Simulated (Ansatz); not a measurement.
# Decaying states in the gap of Rb2TeO, part 3 of 3

Wanted: the relaxed cell of Rb2TeO, its band edges and its decay constants. It is built by putting Te for part of the O in the RbO structure of space group Immm, with the volume rescaled by atomic radii. The parent structure comes from the Materials Project.

Ansatz 0.2.0; PBE DFT, plane waves, PAW files (the session's first sound run).

So far, gap on the k-mesh (eV): step 3 (band edges) 1.30; step 5 (complex bands, plane (001), k-mesh 8×8×8) 1.31.

The structure was built from a prototype and need not be the compound's stable phase.

## (6) A check of the settings: output.transmission.temperature = 150.0

This step: PBE DFT, plane waves, PAW files; complex bands by layer matching along the plane's normal; changed: output.transmission.temperature = 150.0 (Ansatz 0.2.0).

This run repeats an earlier one, its twin (the complex run, plane (010)), with one setting changed (output.transmission.temperature; files written aside). It is meant to test how the leads' temperature enters. Where the input is shown as a difference, that is against the step before, not the twin.

The input, input.yaml:

```yaml
crystal:
  lattice:
    - [6.055210052, 0.0, 0.0]
    - [0.0, 6.468629525, 0.0]
    - [3.027605026, 3.234314762, 4.388849176]
  atoms:
    - { symbol: Rb, position: [0.7491675839, 0.691352101, 0.5016648322] }
    - { symbol: Rb, position: [0.2508324161, 0.1930169332, 0.4983351678] }
    - { symbol: O, position: [0.0, 0.7119113886, 0.0] }
    - { symbol: Te, position: [0.0, 0.4037195773, 0.0] }
kpoints:
  mp_grid: { grid: [6, 6, 6] }
scf:
  occupations: { method: fixed }
hamiltonian:
  xc: pbe
output:
  eigenvalues: true
  transmission:
    leads: [[0, 0]]
    kpoints: [[0.0, 0.0], [0.0, 0.4167], [0.5, 0.0]]
    e_range: [-1.0, 2.26]
    de: 0.08
    temperature: 150.0
```

The run is started by

```console
$ ansatz run input.yaml --threads 2 --pin off --max-ram 4096MiB --backend cpu --events-out ev --progress --plain --runs-dir out
```

Numbers of over 12 decimals in the logs are rounded to 6 here.

Log:

```text
[...]
Crystal: 4 atoms, lattice volume = 171.906 Å³
Basis set: ecut = 420 eV, 3363 PW (Γ)
Bands: 24, of which v1, the nominal top of the filled ones, is band 20 counted from 1 (19 counted from 0)
Symmetry: 4 space group operations
[...]
k-points: 46 of 216 (time reversal used)
[...]
SCF iter   1: F=—  HF=-14083.385085 eV  |F-HF|=—  |Δ(HF+E_count)|=         —  Δρ=3.75e-3  dr2=2.87e-2  ethr=1.77e-3  ⟨swp⟩=5.0  Hψ=4694  notcnv=0  defer=90
[...]
SCF iter   8: F=-14083.382997 eV  HF=-14083.382997 eV  |F-HF|=8.37e-8  |Δ(HF+E_count)|=   1.26e-6  Δρ=3.05e-6  dr2=2.80e-8  ethr=2.50e-10  ⟨swp⟩=7.8  Hψ=5345  notcnv=0
SCF 1 converged in 8 iterations: F = -14083.382997 eV  dr2 = 2.80e-8
[...]
transmission: 7 of 21 steps passed
transmission: 14 of 21 steps passed
transmission: 21 of 21 steps passed
SCF converged after 8 iterations
Free energy (F): -14083.382997 eV
[...]
Internal energy: -14083.382997 eV  (E = F + TS)
E sigma→0 (E₀):  -14083.382997 eV
Fermi energy:    3.187481 eV
[...]
--- Band table (eV; the first three rows and the last of 46) ---
  k-point 0: bands = [... 16 lower, 0.6671, 0.7664, 3.0690, 3.1646, 4.8660, 5.6751, 7.4145, 7.8610]
  k-point 1: bands = [... 16 lower, 0.6811, 0.7072, 3.0090, 3.1725, 5.2686, 5.7718, 7.0709, 7.8415]
  k-point 2: bands = [... 16 lower, 0.5323, 0.7879, 2.9471, 3.1841, 5.6194, 6.1497, 6.8483, 7.9078]
  k-point 45: bands = [... 16 lower, 0.6236, 0.8181, 2.8422, 3.0813, 4.9287, 6.6652, 7.2516, 7.6503]
--- Transmission ---
  basis      : 337 plane waves across, 7 finite elements along
  points     : 3, as listed
[...]
crystal 0  : O1Te1Rb2, at the sites [0, 0], period 4.3888 Å: whole cells are its period
[...]
channels       : 0.000000e0 a spin
[...]
slowest decay  : 0.2511 /Å at (0.0000, 0.4167)
```

The job ended after 2.1 min (2 threads of Arm Neoverse V2, shared host; peak memory 0.96 GiB).

This step gave:

- free energy: -14083.3830 eV
- gap on the k-mesh: 1.298 eV
- level to which the leads are filled: 0.6488 eV from the Fermi level
- decay constant at the filling level, zone centre: 0.2983 Å⁻¹
- decay constant at the filling level, slowest listed point: 0.2511 Å⁻¹

K parallel (0, 0); values up to 1.5 1/Å, a degenerate pair printed once or twice; energies at which all values exceed this have no row. The Im kz of the slowest decaying states by energy, zero at the highest filled level on the SCF mesh:

| energy (eV) | decay 1 (Å⁻¹) | decay 2 (Å⁻¹) | decay 3 (Å⁻¹) | decay 4 (Å⁻¹) |
| --- | --- | --- | --- | --- |
| -1.00 | 0.508 | 0.641 | 0.701 | 0.815 |
| -0.84 | 0.515 | 0.607 | 0.699 | 0.837 |
| -0.76 | 0.518 | 0.586 | 0.699 | 0.835 |
| -0.60 | 0.525 | 0.533 | 0.698 | 0.796 |
| -0.52 | 0.499 | 0.530 | 0.698 | 0.769 |
| -0.36 | 0.394 | 0.540 | 0.699 | 0.701 |
| -0.20 | 0.397 | 0.553 | 0.599 | 0.673 |
| -0.12 | 0.454 | 0.510 | 0.560 | 0.624 |
| -0.04 | 0.202 | 0.281 | 0.482 | 0.533 |
| 0.04 | 0.254 | 0.464 | 0.497 | 0.574 |
| 0.12 | 0.281 | 0.506 | 0.567 | 0.581 |
| 0.28 | 0.305 | 0.513 | 0.591 | 0.646 |
| 0.44 | 0.310 | 0.511 | 0.599 | 0.682 |
| 0.52 | 0.308 | 0.508 | 0.602 | 0.694 |
| 0.68 | 0.298 | 0.499 | 0.605 | 0.697 |
| 0.76 | 0.291 | 0.493 | 0.605 | 0.693 |
| 0.92 | 0.273 | 0.479 | 0.604 | 0.683 |
| 1.08 | 0.249 | 0.462 | 0.599 | 0.670 |
| 1.16 | 0.234 | 0.453 | 0.595 | 0.663 |
| 1.32 | 0.199 | 0.432 | 0.584 | 0.647 |
| 1.40 | 0.177 | 0.421 | 0.577 | 0.639 |
| 1.56 | 0.118 | 0.396 | 0.560 | 0.621 |
| 1.72 | 0.368 | 0.536 | 0.602 | 0.720 |
| 1.80 | 0.352 | 0.521 | 0.591 | 0.717 |
| 1.96 | 0.315 | 0.484 | 0.568 | 0.711 |
| 2.04 | 0.293 | 0.460 | 0.556 | 0.707 |
| 2.20 | 0.237 | 0.395 | 0.529 | 0.698 |

K parallel (0, 0.4167); values up to 1.5 1/Å, a degenerate pair printed once or twice; energies at which all values exceed this have no row. Table of Im kz of the slowest decaying states by energy, zero at the highest filled level on the SCF mesh:

| energy (eV) | decay 1 (Å⁻¹) | decay 2 (Å⁻¹) | decay 3 (Å⁻¹) | decay 4 (Å⁻¹) |
| --- | --- | --- | --- | --- |
| -1.00 | 0.497 | 0.680 | 0.703 | 0.876 |
| -0.84 | 0.454 | 0.672 | 0.702 | 0.885 |
| -0.68 | 0.400 | 0.662 | 0.698 | 0.889 |
| -0.52 | 0.326 | 0.652 | 0.693 | 0.874 |
| -0.36 | 0.186 | 0.641 | 0.687 | 0.798 |
| -0.20 | 0.0688 | 0.173 | 0.630 | 0.668 |
| -0.04 | 0.224 | 0.282 | 0.587 | 0.618 |
| 0.12 | 0.261 | 0.318 | 0.606 | 0.661 |
| 0.28 | 0.273 | 0.332 | 0.594 | 0.650 |
| 0.44 | 0.272 | 0.333 | 0.582 | 0.639 |
| 0.60 | 0.260 | 0.325 | 0.569 | 0.627 |
| 0.76 | 0.240 | 0.308 | 0.556 | 0.615 |
| 0.92 | 0.208 | 0.283 | 0.543 | 0.602 |
| 1.08 | 0.160 | 0.247 | 0.529 | 0.587 |
| 1.24 | 0.0603 | 0.192 | 0.514 | 0.573 |
| 1.40 | 0.0839 | 0.499 | 0.557 | 0.798 |
| 1.56 | 0.482 | 0.540 | 0.795 | 0.835 |
| 1.72 | 0.0785 | 0.465 | 0.522 | 0.791 |
| 1.88 | 0.145 | 0.446 | 0.504 | 0.786 |
| 2.04 | 0.173 | 0.426 | 0.483 | 0.780 |
| 2.20 | 0.185 | 0.404 | 0.462 | 0.773 |

K parallel (0.5, 0); values up to 1.5 1/Å, a degenerate pair printed once or twice; energies at which all values exceed this have no row. The Im kz of the slowest decaying states by energy, zero at the highest filled level on the SCF mesh:

| energy (eV) | decay 1 (Å⁻¹) | decay 2 (Å⁻¹) | decay 3 (Å⁻¹) | decay 4 (Å⁻¹) |
| --- | --- | --- | --- | --- |
| -1.00 | 0.676 | 0.717 | 0.911 | 0.913 |
| -0.84 | 0.643 | 0.684 | 0.884 | 0.925 |
| -0.68 | 0.604 | 0.648 | 0.860 | 0.932 |
| -0.52 | 0.554 | 0.604 | 0.837 | 0.936 |
| -0.36 | 0.476 | 0.540 | 0.817 | 0.938 |
| -0.20 | 0.227 | 0.415 | 0.798 | 0.938 |
| -0.04 | 0.327 | 0.394 | 0.782 | 0.936 |
| 0.12 | 0.486 | 0.488 | 0.768 | 0.932 |
| 0.28 | 0.529 | 0.536 | 0.757 | 0.927 |
| 0.44 | 0.552 | 0.560 | 0.747 | 0.920 |
| 0.60 | 0.567 | 0.570 | 0.741 | 0.913 |
| 0.76 | 0.570 | 0.575 | 0.736 | 0.904 |
| 0.92 | 0.564 | 0.580 | 0.733 | 0.894 |
| 1.08 | 0.553 | 0.581 | 0.730 | 0.883 |
| 1.24 | 0.538 | 0.579 | 0.727 | 0.870 |
| 1.40 | 0.520 | 0.576 | 0.722 | 0.856 |
| 1.56 | 0.499 | 0.570 | 0.715 | 0.843 |
| 1.72 | 0.476 | 0.562 | 0.705 | 0.827 |
| 1.88 | 0.449 | 0.553 | 0.689 | 0.809 |
| 2.04 | 0.419 | 0.542 | 0.668 | 0.790 |
| 2.20 | 0.385 | 0.529 | 0.639 | 0.769 |

The temperature enters the conductance and not T(E) itself. No conductance was computed here for it to change.

## (7) What came out

| Property | Result |
| --- | --- |
| band gap | 1.26 eV |
| least decay constant at mid-gap, normal to (010) | 0.251 Å⁻¹ |
| least decay constant at mid-gap, normal to (001) | 0.283 Å⁻¹ |

**Reading.** With PBE, the slowest decay at the wavevectors tried is κ = 0.251 Å⁻¹, normal to (010). Through such a film the transmission near mid-gap falls as exp(−2κd), a factor of ten every 4.6 Å. The directions tried decay at nearly the same rate. A free electron under a barrier of half the gap would need a mass of 0.38 mₑ to decay at this rate. The slowest decay isn't at the zone centre. The compound is made up by substitution; its stability against other phases and against distortions of the cell's symmetry was not tested. A semilocal functional narrows gaps, while spin-orbit coupling, left out here, narrows them in compounds of heavy elements, so the error in κ can go either way.

[Logs are printed without paths, hosts, clocks, repeated set-up lines and the standing remarks that a program may print on its own settings, such as how far it seeks lower states.]

[Hosts, paths, dates, database ids (printed as entryN), source tags and the programs' standing remarks are cut or masked in the printed files.]
